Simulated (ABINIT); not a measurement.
# RbCaH3 (Pm-3m): Raman and infrared activity, part 2 of 3

Aim: Raman and infrared lines of RbCaH3 (Pm-3m).

ABINIT 10.8.3; DFT LDA, scalar-relativistic, plane waves, PseudoDojo norm-conserving pseudopotentials.

So far. Step 5 (Relaxation): The volume changes by -0.0 % in this run and stands -13.0 % from the first cell. The relaxed cell has a = 4.397 Å (conventional setting).

The structure was built from a prototype and need not be the compound's stable phase.

## (8) Zone-centre response

The derivative of the wavefunctions by k comes first, since the response to a field is built on it; then the field and the displacements that symmetry doesn't supply are solved at q = 0. By the 2n+1 theorem the first-order wavefunctions also give third derivatives: Raman tensors and the non-linear susceptibility.

It reads the wavefunctions written in step 6.

Input file dfpt_gamma.abi:

```
ndtset 3

# common to the responses
getwfk_filepath "gso_WFK"
kptopt 2
nqpt 1
qpt 0.0 0.0 0.0
asr 0
chneut 0

# d/dk
rfelfd1 2
rfdir1 1 1 1
iscf1 -3
tolwfr1 1.0d-20

# displacements, field
rfphon2 1
rfatpol2 1 5
rfdir2 1 1 1
rfelfd2 3
getddk2 1
tolvrs2 1.0d-10
prepanl2 1
prtden2 1

# third order
optdriver3 5
getden_filepath3 "gso_DEN"
get1den3 2
get1wf3 2
getddk3 1
d3e_pert1_elfd3 1
d3e_pert1_phon3 1
d3e_pert1_atpol3 1 5
d3e_pert1_dir3 1 1 1
d3e_pert2_elfd3 1
d3e_pert2_dir3 1 1 1
d3e_pert3_elfd3 1
d3e_pert3_dir3 1 1 1
usepead3 1
tolvrs3 1.0d-10

# basis, mesh and filling
ecut 31.0
ngkpt 4 4 4
nshiftk 1
shiftk 0.5 0.5 0.5
istwfk *1
occopt 1
nband 11
nstep 100
diemac 9.0
prtebands 0
prtgsr 0

# cell and atoms
acell 8.309545539 8.309545539 8.309545539
rprim 
    1.0 0.0 0.0
    0.0 1.0 0.0
    0.0 0.0 1.0
ntypat 3
znucl 37 20 1
natom 5
typat 1 2 3 3 3
xred 
    0.0 0.0 0.0
    0.5 0.5 0.5
    0.5 0.5 0.0
    0.5 0.0 0.5
    0.0 0.5 0.5
pp_dirpath "./pseudo"
pseudos "Rb.upf, Ca.upf, H.upf"
```

Command:

```
OMP_NUM_THREADS=1 mpirun -n 4 abinit dfpt_gamma.abi > dfpt_gamma.log
```

Numbers of over 12 decimals in the logs are rounded to 6 here.

dfpt_gamma.abo, the main output file:

```text
[banners, grids, parts of the stress and lines that vanish by symmetry left out]
- input  file    -> dfpt_gamma.abi
- output file    -> dfpt_gamma.abo
- root for input  files -> dfpt_gammai
[...]
DATASET    1 : space group Pm -3 m (#221); Bravais cP (primitive cubic)
[...]
nfft =       91125          nkpt =          32
[...]
DATASET    2 : space group Pm -3 m (#221); Bravais cP (primitive cubic)
[...]
nfft =       91125          nkpt =          32
[...]
DATASET    3 : space group Pm -3 m (#221); Bravais cP (primitive cubic)
[...]
mpw =        4743          nfft =       91125          nkpt =          32
[...]
== DATASET  1 ==================================================================
[...]
cutoff_energies: {ecut:  31.0, pawecutdg:  -1.0, }
[...]
-  1.00000   1.00000  180309                  znucl, zion, pspdat
[...]
Perturbation : derivative vs k along direction   1
[...]
-ETOT  1  -11.892267894894     -1.189E+01 7.535E-02 0.000E+00
 ETOT  2  -11.984848847179     -9.258E-02 1.266E-02 0.000E+00
 ETOT  3  -11.988825811824     -3.977E-03 4.394E-04 0.000E+00
 ETOT  4  -11.989069952560     -2.441E-04 4.480E-05 0.000E+00
 ETOT  5  -11.989086624527     -1.667E-05 2.711E-06 0.000E+00
[...]
At SCF step   19   max residual=  9.50E-21 < tolwfr=  1.00E-20 =>converged.
[...]
Perturbation : derivative vs k along direction   2
[...]
-ETOT  1  -11.891168989454     -1.189E+01 7.535E-02 0.000E+00
[...]
At SCF step   19   max residual=  9.50E-21 < tolwfr=  1.00E-20 =>converged.
[...]
Perturbation : derivative vs k along direction   3
[...]
-ETOT  1  -11.892267933821     -1.189E+01 7.535E-02 0.000E+00
[...]
At SCF step   19   max residual=  9.50E-21 < tolwfr=  1.00E-20 =>converged.
[...]
1        1       0.8981191639    0.0000000000
     1        2       0.0000000000    0.0000000000
     1        3       0.0000000000    0.0000000000
     2        1       0.0000000000    0.0000000000
     2        2       0.8981191639    0.0000000000
     2        3       0.0000000000    0.0000000000
     3        1       0.0000000000    0.0000000000
     3        2       0.0000000000    0.0000000000
     3        3       0.8981191640    0.0000000000
[...]
== DATASET  2 ==================================================================
[...]
cutoff_energies: {ecut:  31.0, pawecutdg:  -1.0, }
[...]
Perturbation : displacement of atom   1   along direction   1
[...]
-ETOT  1   1.522044     -1.326E+03 5.192E+00 1.035E+02
[...]
At SCF step   12       vres2   =  3.10E-11 < tolvrs=  1.00E-10 =>converged.
[...]
Perturbation : displacement of atom   2   along direction   1
[...]
-ETOT  1   9.285039     -3.118E+03 1.290E+01 4.159E+02
[...]
At SCF step   13       vres2   =  2.59E-12 < tolvrs=  1.00E-10 =>converged.
[...]
Perturbation : displacement of atom   3   along direction   1
[...]
-ETOT  1  0.958345     -6.898E+01 2.698E-01 1.963E+03
[...]
At SCF step   11       vres2   =  3.81E-11 < tolvrs=  1.00E-10 =>converged.
[...]
Perturbation : displacement of atom   3   along direction   3
[...]
-ETOT  1   4.626551     -7.008E+01 1.515E-01 2.531E+03
[...]
At SCF step   11       vres2   =  6.88E-11 < tolvrs=  1.00E-10 =>converged.
[...]
Perturbation : homogeneous electric field along direction   1
[...]
-ETOT  1  -59.695260057186     -5.970E+01 1.642E+00 5.790E+03
[...]
At SCF step   13       vres2   =  5.60E-11 < tolvrs=  1.00E-10 =>converged.
[...]
Perturbation : homogeneous electric field along direction   2
[...]
-ETOT  1  -59.686467115325     -5.969E+01 1.642E+00 5.781E+03
[...]
At SCF step   13       vres2   =  3.92E-11 < tolvrs=  1.00E-10 =>converged.
[...]
Perturbation : homogeneous electric field along direction   3
[...]
-ETOT  1  -59.695260210735     -5.970E+01 1.642E+00 5.790E+03
[...]
ETOT 12  -64.127027634014     -1.274E-10 3.913E-11 5.635E-10
 ETOT 13  -64.127027634030     -1.509E-11 5.322E-12 5.536E-11
 At SCF step   13       vres2   =  5.54E-11 < tolvrs=  1.00E-10 =>converged.
[...]
Dielectric tensor, in cartesian coordinates,
[...]
1    7   1    7         3.4564841493        -0.0000000000
   1    7   2    7        -0.0000000000        -0.0000000000
   1    7   3    7        -0.0000000000        -0.0000000000
   2    7   1    7        -0.0000000000        -0.0000000000
   2    7   2    7         3.4564841493        -0.0000000000
   2    7   3    7        -0.0000000000        -0.0000000000
   3    7   1    7        -0.0000000000        -0.0000000000
   3    7   2    7        -0.0000000000        -0.0000000000
   3    7   3    7         3.4564841493        -0.0000000000
  Effective charges, in cartesian coordinates,
[...]
1    1   1    7         1.0878461964         0.0000000000
   2    1   1    7         0.0000000000         0.0000000000
   3    1   1    7         0.0000000000         0.0000000000
   1    2   1    7         1.7364689229         0.0000000000
   2    2   1    7         0.0000000000         0.0000000000
[...]
Effective charges, in cartesian coordinates,
[...]
2    7   1    5         0.0000000000         0.0000000000
   3    7   1    5         0.0000000000         0.0000000000
   1    7   2    5         0.0000000000         0.0000000000
   2    7   2    5        -0.8776751180         0.0000000000
   3    7   2    5         0.0000000000         0.0000000000
   1    7   3    5         0.0000000000         0.0000000000
   2    7   3    5         0.0000000000         0.0000000000
   3    7   3    5        -0.8776751180         0.0000000000
  Phonon wavevector (reduced coordinates) :  0.00000  0.00000  0.00000
 Phonon energies in Hartree :
[...]
Phonon frequencies in cm-1    :
- -4.960239E-01 -4.960237E-01 -4.960231E-01  1.083520E+02  1.083520E+02
-  1.083520E+02  3.507405E+02  3.507405E+02  3.507405E+02  4.070914E+02
-  4.070914E+02  4.070914E+02  1.206315E+03  1.206315E+03  1.206315E+03
  Phonon at Gamma, with non-analyticity in the
[...]
Phonon energies in Hartree :
[...]
Phonon frequencies in cm-1    :
- -4.960239E-01 -4.960237E-01 -4.959397E-01  1.083520E+02  1.083520E+02
-  1.186894E+02  3.507405E+02  3.507405E+02  3.507405E+02  4.070914E+02
-  4.070914E+02  6.422475E+02  1.206315E+03  1.206315E+03  1.290955E+03
  Phonon at Gamma, with non-analyticity in the
[...]
Phonon energies in Hartree :
[...]
Phonon frequencies in cm-1    :
- -4.960239E-01 -4.960231E-01 -4.959404E-01  1.083520E+02  1.083520E+02
-  1.186894E+02  3.507405E+02  3.507405E+02  3.507405E+02  4.070914E+02
-  4.070914E+02  6.422475E+02  1.206315E+03  1.206315E+03  1.290955E+03
  Phonon at Gamma, with non-analyticity in the
[...]
Phonon energies in Hartree :
[...]
Phonon frequencies in cm-1    :
- -4.960237E-01 -4.960231E-01 -4.959406E-01  1.083520E+02  1.083520E+02
-  1.186894E+02  3.507405E+02  3.507405E+02  3.507405E+02  4.070914E+02
-  4.070914E+02  6.422475E+02  1.206315E+03  1.206315E+03  1.290955E+03
[...]
== DATASET  3 ==================================================================
[...]
cutoff_energies: {ecut:  31.0, pawecutdg:  -1.0, }
[...]
1          1       -0.000000000       -0.000000000       -0.000000000
[...]
1          2       -0.000000000       -0.000000000       -0.000000000
[...]
1          3       -0.000000000       -0.000000000       -0.000000000
[...]
2          1       -0.000000000       -0.000000000       -0.000000000
[...]
2          2       -0.000000000       -0.000000000       -0.000000000
[...]
2          3       -0.000000000       -0.000000000       -0.000000000
[...]
3          1       -0.000000000       -0.000000000       -0.000000000
[...]
3          2       -0.000000000       -0.000000000       -0.000000000
[...]
3          3       -0.000000000       -0.000000000       -0.000000000
[...]
4          1       -0.000000000       -0.000000000       -0.000000000
[...]
4          2       -0.000000000       -0.000000000       -0.000000000
[...]
4          3       -0.000000000       -0.000000000       -0.000000000
[...]
5          1       -0.000000000       -0.000000000       -0.000000000
[...]
5          2       -0.000000000       -0.000000000       -0.000000000
[...]
5          3       -0.000000000       -0.000000000       -0.000000000
[...]
strten2     0.0000000000E+00  0.0000000000E+00  0.0000000000E+00
           strten3     0.0000000000E+00  0.0000000000E+00  0.0000000000E+00
================================================================================
```

Run time: 3.6 min. Hardware: 4 MPI ranks of Arm Neoverse V1, shared host.

This step gave:

```
miss of the charge sum rule                                       : 5.31e-4 e
largest acoustic frequency at the zone centre before the sum rule : -0.5 cm⁻¹
highest optical zone-centre mode (no LO-TO term)                  : 1206 cm⁻¹
lowest optical zone-centre mode                                   : 108.3 cm⁻¹
mean high-frequency dielectric constant                           : 3.457
largest Born charge in size (third of the trace)                  : 1.736 e
```

Born charge (rows field, columns displacement), before the sum rule (e), principal values of the symmetric part by kind of site:

```tsv
atom	atoms with these values	low	middle	high	mean
Rb1	1	1.09	1.09	1.09	1.09
Ca2	1	1.74	1.74	1.74	1.74
H3	3	-1.07	-0.88	-0.88	-0.94
```

In full for Rb1:

```
1.09 0.00 0.00
0.00 1.09 0.00
0.00 0.00 1.09
```

High-frequency dielectric tensor:

```
3.46 0.00 0.00
0.00 3.46 0.00
0.00 0.00 3.46
```

The acoustic modes at Γ come out as far as 0.5 cm⁻¹ from zero, where they should vanish, a small numerical error; the Born charges miss their sum rule by 5.3e-4 e, which is good.

## (9) Modes with the sum rule

anaddb reads the merged derivatives, imposes the acoustic sum rule and charge neutrality, and adds the LO-TO term along chosen directions.

Input file anaddb.abi:

```
ddb_filepath "gamma_DDB"
output_file "anaddb.abo"
outdata_prefix "anaddb"
asr 1
chneut 1
enunit 2
eivec 1
nph1l 1
qph1l 0.0 0.0 0.0 1.0
dieflag 1
nph2l 3
qph2l 
    1.0 0.0 0.0 0.0
    0.0 0.0 1.0 0.0
    1.0 1.0 1.0 0.0
nlflag 1
ramansr 1
alphon 1
prtmbm 1
```

Input file mrgddb.in:

```
gamma_DDB
merged
3
dfpt_gammao_DS2_DDB
dfpt_gammao_DS3_DDB
gso_DDB
```

Command:

```
mrgddb < mrgddb.in > mrgddb.log
OMP_NUM_THREADS=1 anaddb anaddb.abi > anaddb.log
```

anaddb.abo, the main output file:

```text
[banners, grids, parts of the stress and lines that vanish by symmetry left out]
-outvars_anaddb: echo values of input variables ----------------------

 Flags :
[...]
Dielectric Tensor and Effective Charges
[...]
Effective charge tensors after
[...]
1          1       -0.000000000       -0.000000000       -0.000000000
[...]
1          2       -0.000000000       -0.000000000       -0.000000000
[...]
1          3       -0.000000000       -0.000000000       -0.000000000
[...]
2          1       -0.000000000       -0.000000000       -0.000000000
[...]
2          2       -0.000000000       -0.000000000       -0.000000000
[...]
2          3       -0.000000000       -0.000000000       -0.000000000
[...]
3          1       -0.000000000       -0.000000000       -0.000000000
[...]
3          2       -0.000000000       -0.000000000       -0.000000000
[...]
3          3       -0.000000000       -0.000000000       -0.000000000
[...]
4          1       -0.000000000       -0.000000000       -0.000000000
[...]
4          2       -0.000000000       -0.000000000       -0.000000000
[...]
4          3       -0.000000000       -0.000000000       -0.000000000
[...]
5          1       -0.000000000       -0.000000000       -0.000000000
[...]
5          2       -0.000000000       -0.000000000       -0.000000000
[...]
5          3       -0.000000000       -0.000000000       -0.000000000
[...]
Phonon wavevector (reduced coordinates) :  0.00000  0.00000  0.00000
 Phonon energies in Hartree :
[...]
Phonon energies in meV     :
-  0.000000E+00  0.000000E+00  0.000000E+00  1.343425E+01  1.343425E+01
-  1.343425E+01  4.348627E+01  4.348627E+01  4.348627E+01  5.047290E+01
-  5.047290E+01  5.047290E+01  1.495640E+02  1.495640E+02  1.495640E+02
 Phonon frequencies in cm-1    :
-  0.000000E+00  0.000000E+00  0.000000E+00  1.083545E+02  1.083545E+02
-  1.083545E+02  3.507405E+02  3.507405E+02  3.507405E+02  4.070914E+02
-  4.070914E+02  4.070914E+02  1.206315E+03  1.206315E+03  1.206315E+03
 Phonon frequencies in Thz     :
-  0.000000E+00  0.000000E+00  0.000000E+00  3.248387E+00  3.248387E+00
-  3.248387E+00  1.051493E+01  1.051493E+01  1.051493E+01  1.220429E+01
-  1.220429E+01  1.220429E+01  3.616442E+01  3.616442E+01  3.616442E+01
 Phonon energies in Kelvin  :
-  0.000000E+00  0.000000E+00  0.000000E+00  1.558980E+02  1.558980E+02
-  1.558980E+02  5.046373E+02  5.046373E+02  5.046373E+02  5.857137E+02
-  5.857137E+02  5.857137E+02  1.735618E+03  1.735618E+03  1.735618E+03
[...]
-  1  0.00000000E+00  0.00000000E+00 -2.06562211E-03
-     0.00000000E+00  0.00000000E+00  0.00000000E+00
-  2  0.00000000E+00  0.00000000E+00 -2.06562094E-03
-     0.00000000E+00  0.00000000E+00  0.00000000E+00
-  3  0.00000000E+00  0.00000000E+00 -2.06562057E-03
-     0.00000000E+00  0.00000000E+00  0.00000000E+00
-  4  0.00000000E+00  0.00000000E+00 -2.06561424E-03
-     0.00000000E+00  0.00000000E+00  0.00000000E+00
-  5  0.00000000E+00  0.00000000E+00 -2.06561424E-03
-     0.00000000E+00  0.00000000E+00  0.00000000E+00
[...]
-  1  0.00000000E+00 -2.06562211E-03  0.00000000E+00
-     0.00000000E+00  0.00000000E+00  0.00000000E+00
-  2  0.00000000E+00 -2.06562094E-03  0.00000000E+00
-     0.00000000E+00  0.00000000E+00  0.00000000E+00
-  3  0.00000000E+00 -2.06561424E-03  0.00000000E+00
-     0.00000000E+00  0.00000000E+00  0.00000000E+00
-  4  0.00000000E+00 -2.06562057E-03  0.00000000E+00
-     0.00000000E+00  0.00000000E+00  0.00000000E+00
-  5  0.00000000E+00 -2.06561424E-03  0.00000000E+00
-     0.00000000E+00  0.00000000E+00  0.00000000E+00
[...]
-  1  2.06562211E-03  0.00000000E+00  0.00000000E+00
-     0.00000000E+00  0.00000000E+00  0.00000000E+00
-  2  2.06562094E-03  0.00000000E+00  0.00000000E+00
-     0.00000000E+00  0.00000000E+00  0.00000000E+00
-  3  2.06561424E-03  0.00000000E+00  0.00000000E+00
-     0.00000000E+00  0.00000000E+00  0.00000000E+00
-  4  2.06561424E-03  0.00000000E+00  0.00000000E+00
-     0.00000000E+00  0.00000000E+00  0.00000000E+00
[...]
-  4  1.07126194E-03  1.18780372E-05  0.00000000E+00
[...]
-  5 -2.30654155E-02 -5.51669626E-07  0.00000000E+00
[...]
-     1         -0.000000     0.000000    -0.000003     0.000003
-     2          0.000000    -0.000003    -0.000000     0.000003
[...]
-    14          0.000000     1.022774    -0.000000     1.022774
-    15          1.022774    -0.000000     0.000000     1.022774
[...]
-   1     Real    0.0000E+00  0.0000E+00  0.0000E+00  0.0000E+00  0.0000E+00  0.0000E+00  0.0000E+00
[...]
-   2     Real    0.0000E+00  0.0000E+00  0.0000E+00  0.0000E+00  0.0000E+00  0.0000E+00  0.0000E+00
[...]
-   3     Real    0.0000E+00  0.0000E+00  0.0000E+00  0.0000E+00  0.0000E+00  0.0000E+00  0.0000E+00
[...]
-   4     Real    0.0000E+00  0.0000E+00  2.2953E-05  0.0000E+00  0.0000E+00  0.0000E+00  2.2953E-05
[...]
-   5     Real    0.0000E+00  2.2953E-05  0.0000E+00  0.0000E+00  0.0000E+00  0.0000E+00  2.2953E-05
[...]
-   6     Real    2.2953E-05  0.0000E+00  0.0000E+00  0.0000E+00  0.0000E+00  0.0000E+00  2.2953E-05
[...]
-   7     Real    0.0000E+00  0.0000E+00  0.0000E+00  0.0000E+00  0.0000E+00  0.0000E+00  0.0000E+00
[...]
-   8     Real    0.0000E+00  0.0000E+00  0.0000E+00  0.0000E+00  0.0000E+00  0.0000E+00  0.0000E+00
[...]
-   9     Real    0.0000E+00  0.0000E+00  0.0000E+00  0.0000E+00  0.0000E+00  0.0000E+00  0.0000E+00
[...]
-  10     Real    0.0000E+00  0.0000E+00  9.2685E-04  0.0000E+00  0.0000E+00  0.0000E+00  9.2685E-04
[...]
-  11     Real    0.0000E+00  9.2685E-04  0.0000E+00  0.0000E+00  0.0000E+00  0.0000E+00  9.2685E-04
[...]
-  12     Real    9.2685E-04  0.0000E+00  0.0000E+00  0.0000E+00  0.0000E+00  0.0000E+00  9.2685E-04
[...]
-  13     Real    0.0000E+00  0.0000E+00  5.5918E-04  0.0000E+00  0.0000E+00  0.0000E+00  5.5918E-04
[...]
-  14     Real    0.0000E+00  5.5918E-04  0.0000E+00  0.0000E+00  0.0000E+00  0.0000E+00  5.5918E-04
[...]
-  15     Real    5.5918E-04  0.0000E+00  0.0000E+00  0.0000E+00  0.0000E+00  0.0000E+00  5.5918E-04
[...]
-         0.000000000       0.000000000       0.000000000
-         0.000000000       0.000000000       0.000000000
-         0.000000000       0.000000000       0.000000000
[...]
-         0.000000000       0.000000000       0.000000000
-         0.000000000       0.000000000       0.000000000
-         0.000000000       0.000000000       0.000000000
[...]
Phonon at Gamma, with non-analyticity in the
[...]
Phonon energies in Hartree :
[...]
Phonon energies in meV     :
-  0.000000E+00  0.000000E+00  0.000000E+00  1.343425E+01  1.343425E+01
-  1.471629E+01  4.348627E+01  4.348627E+01  4.348627E+01  5.047290E+01
-  5.047290E+01  7.963320E+01  1.495640E+02  1.495640E+02  1.600604E+02
 Phonon frequencies in cm-1    :
-  0.000000E+00  0.000000E+00  0.000000E+00  1.083545E+02  1.083545E+02
[...]
Phonon frequencies in Thz     :
[...]
Phonon energies in Kelvin  :
[...]
-  1  0.00000000E+00  0.00000000E+00 -2.06562211E-03
[...]
-  2  0.00000000E+00  0.00000000E+00 -2.06562094E-03
[...]
-  3  0.00000000E+00  0.00000000E+00 -2.06562057E-03
[...]
-  4  0.00000000E+00  0.00000000E+00 -2.06561424E-03
[...]
Phonon at Gamma, with non-analyticity in the
[...]
Phonon energies in Hartree :
[...]
Phonon energies in meV     :
[...]
Phonon frequencies in cm-1    :
[...]
Phonon frequencies in Thz     :
[...]
Phonon energies in Kelvin  :
[...]
Phonon at Gamma, with non-analyticity in the
[...]
Phonon energies in Hartree :
[...]
Phonon energies in meV     :
[...]
Phonon frequencies in cm-1    :
[...]
Phonon frequencies in Thz     :
[...]
Phonon energies in Kelvin  :
[...]
-  1.707754E+02  5.046373E+02  5.046373E+02  5.046373E+02  5.857137E+02
-  5.857137E+02  9.241050E+02  1.735618E+03  1.735618E+03  1.857424E+03
[...]
-  4  8.51777989E-04  1.28777507E-02 -2.53677156E-04
[...]
-  5 -1.83396912E-02 -5.98100834E-04 -2.53677156E-04
[...]
-         0.000000000       0.000000000       0.000000000
-         0.000000000       0.000000000       0.000000000
[...]
Direction                     Dielectric constant
[...]
0.00000   0.00000   1.00000     11.82467931
   1.00000   1.00000   1.00000     11.82467931
-
```

Elapsed: 1.5 s, on 1 thread.

Read from the output:

* mean static dielectric constant: 11.82
* highest mode moved by the LO-TO term: 1291 cm⁻¹

No LO-TO term; unit eigenvectors of the mass-weighted matrix, from anaddb's displacements. Modes at Γ, with each element's share of the kinetic energy:

```tsv
mode	frequency (cm⁻¹)	symmetry	Rb %	Ca %	H %
1	0.0	acoustic	66	31	2
2	0.0	acoustic	66	31	2
3	0.0	acoustic	66	31	2
4	108.4	T1u	34	62	5
5	108.4	T1u	34	62	5
6	108.4	T1u	34	62	5
7	350.7	T2u	0	0	100
8	350.7	T2u	0	0	100
9	350.7	T2u	0	0	100
10	407.1	T1u	0	5	95
11	407.1	T1u	0	5	95
12	407.1	T1u	0	5	95
13	1206.3	T1u	0	2	98
14	1206.3	T1u	0	2	98
15	1206.3	T1u	0	2	98
```

Displacements in mode 6 (108.4 cm⁻¹), the largest set to 1:
```
Rb1  0.48  0.00  0.00
Ca2 -0.96  0.00  0.00
H3  -1.00  0.00  0.00
H4  -1.00  0.00  0.00
H5  -0.89  0.00  0.00
```

Displacements in mode 12 (407.1 cm⁻¹), the largest set to 1:
```
Rb1  0.00  0.00  0.00
Ca2 -0.05  0.00  0.00
H3   1.00  0.00  0.00
H4   1.00  0.00  0.00
H5   0.05  0.00  0.00
```

Trace of the oscillator strength, degenerate modes summed. Infrared lines, with heights relative to the strongest:

```tsv
position (cm⁻¹)	lines merged	IR intensity, relative
108	3	2.5
351	3	0.0
407	3	100
1206	3	60
```

Static dielectric tensor (ions relaxed, fixed cell):

```
11.82  0.00  0.00
 0.00 11.82  0.00
 0.00  0.00 11.82
```

The rule moves no optical mode by more than 0.1 cm⁻¹.

[end of part 2 of 3]

[Host names and launcher messages were left out of these logs when they were recorded.]

[Logs are printed without paths, hosts, clocks, repeated set-up lines and the standing remarks that a program may print on its own settings, such as how far it seeks lower states.]

[Hosts, paths, dates, database ids (printed as entryN), source tags and the programs' standing remarks are cut or masked in the printed files.]
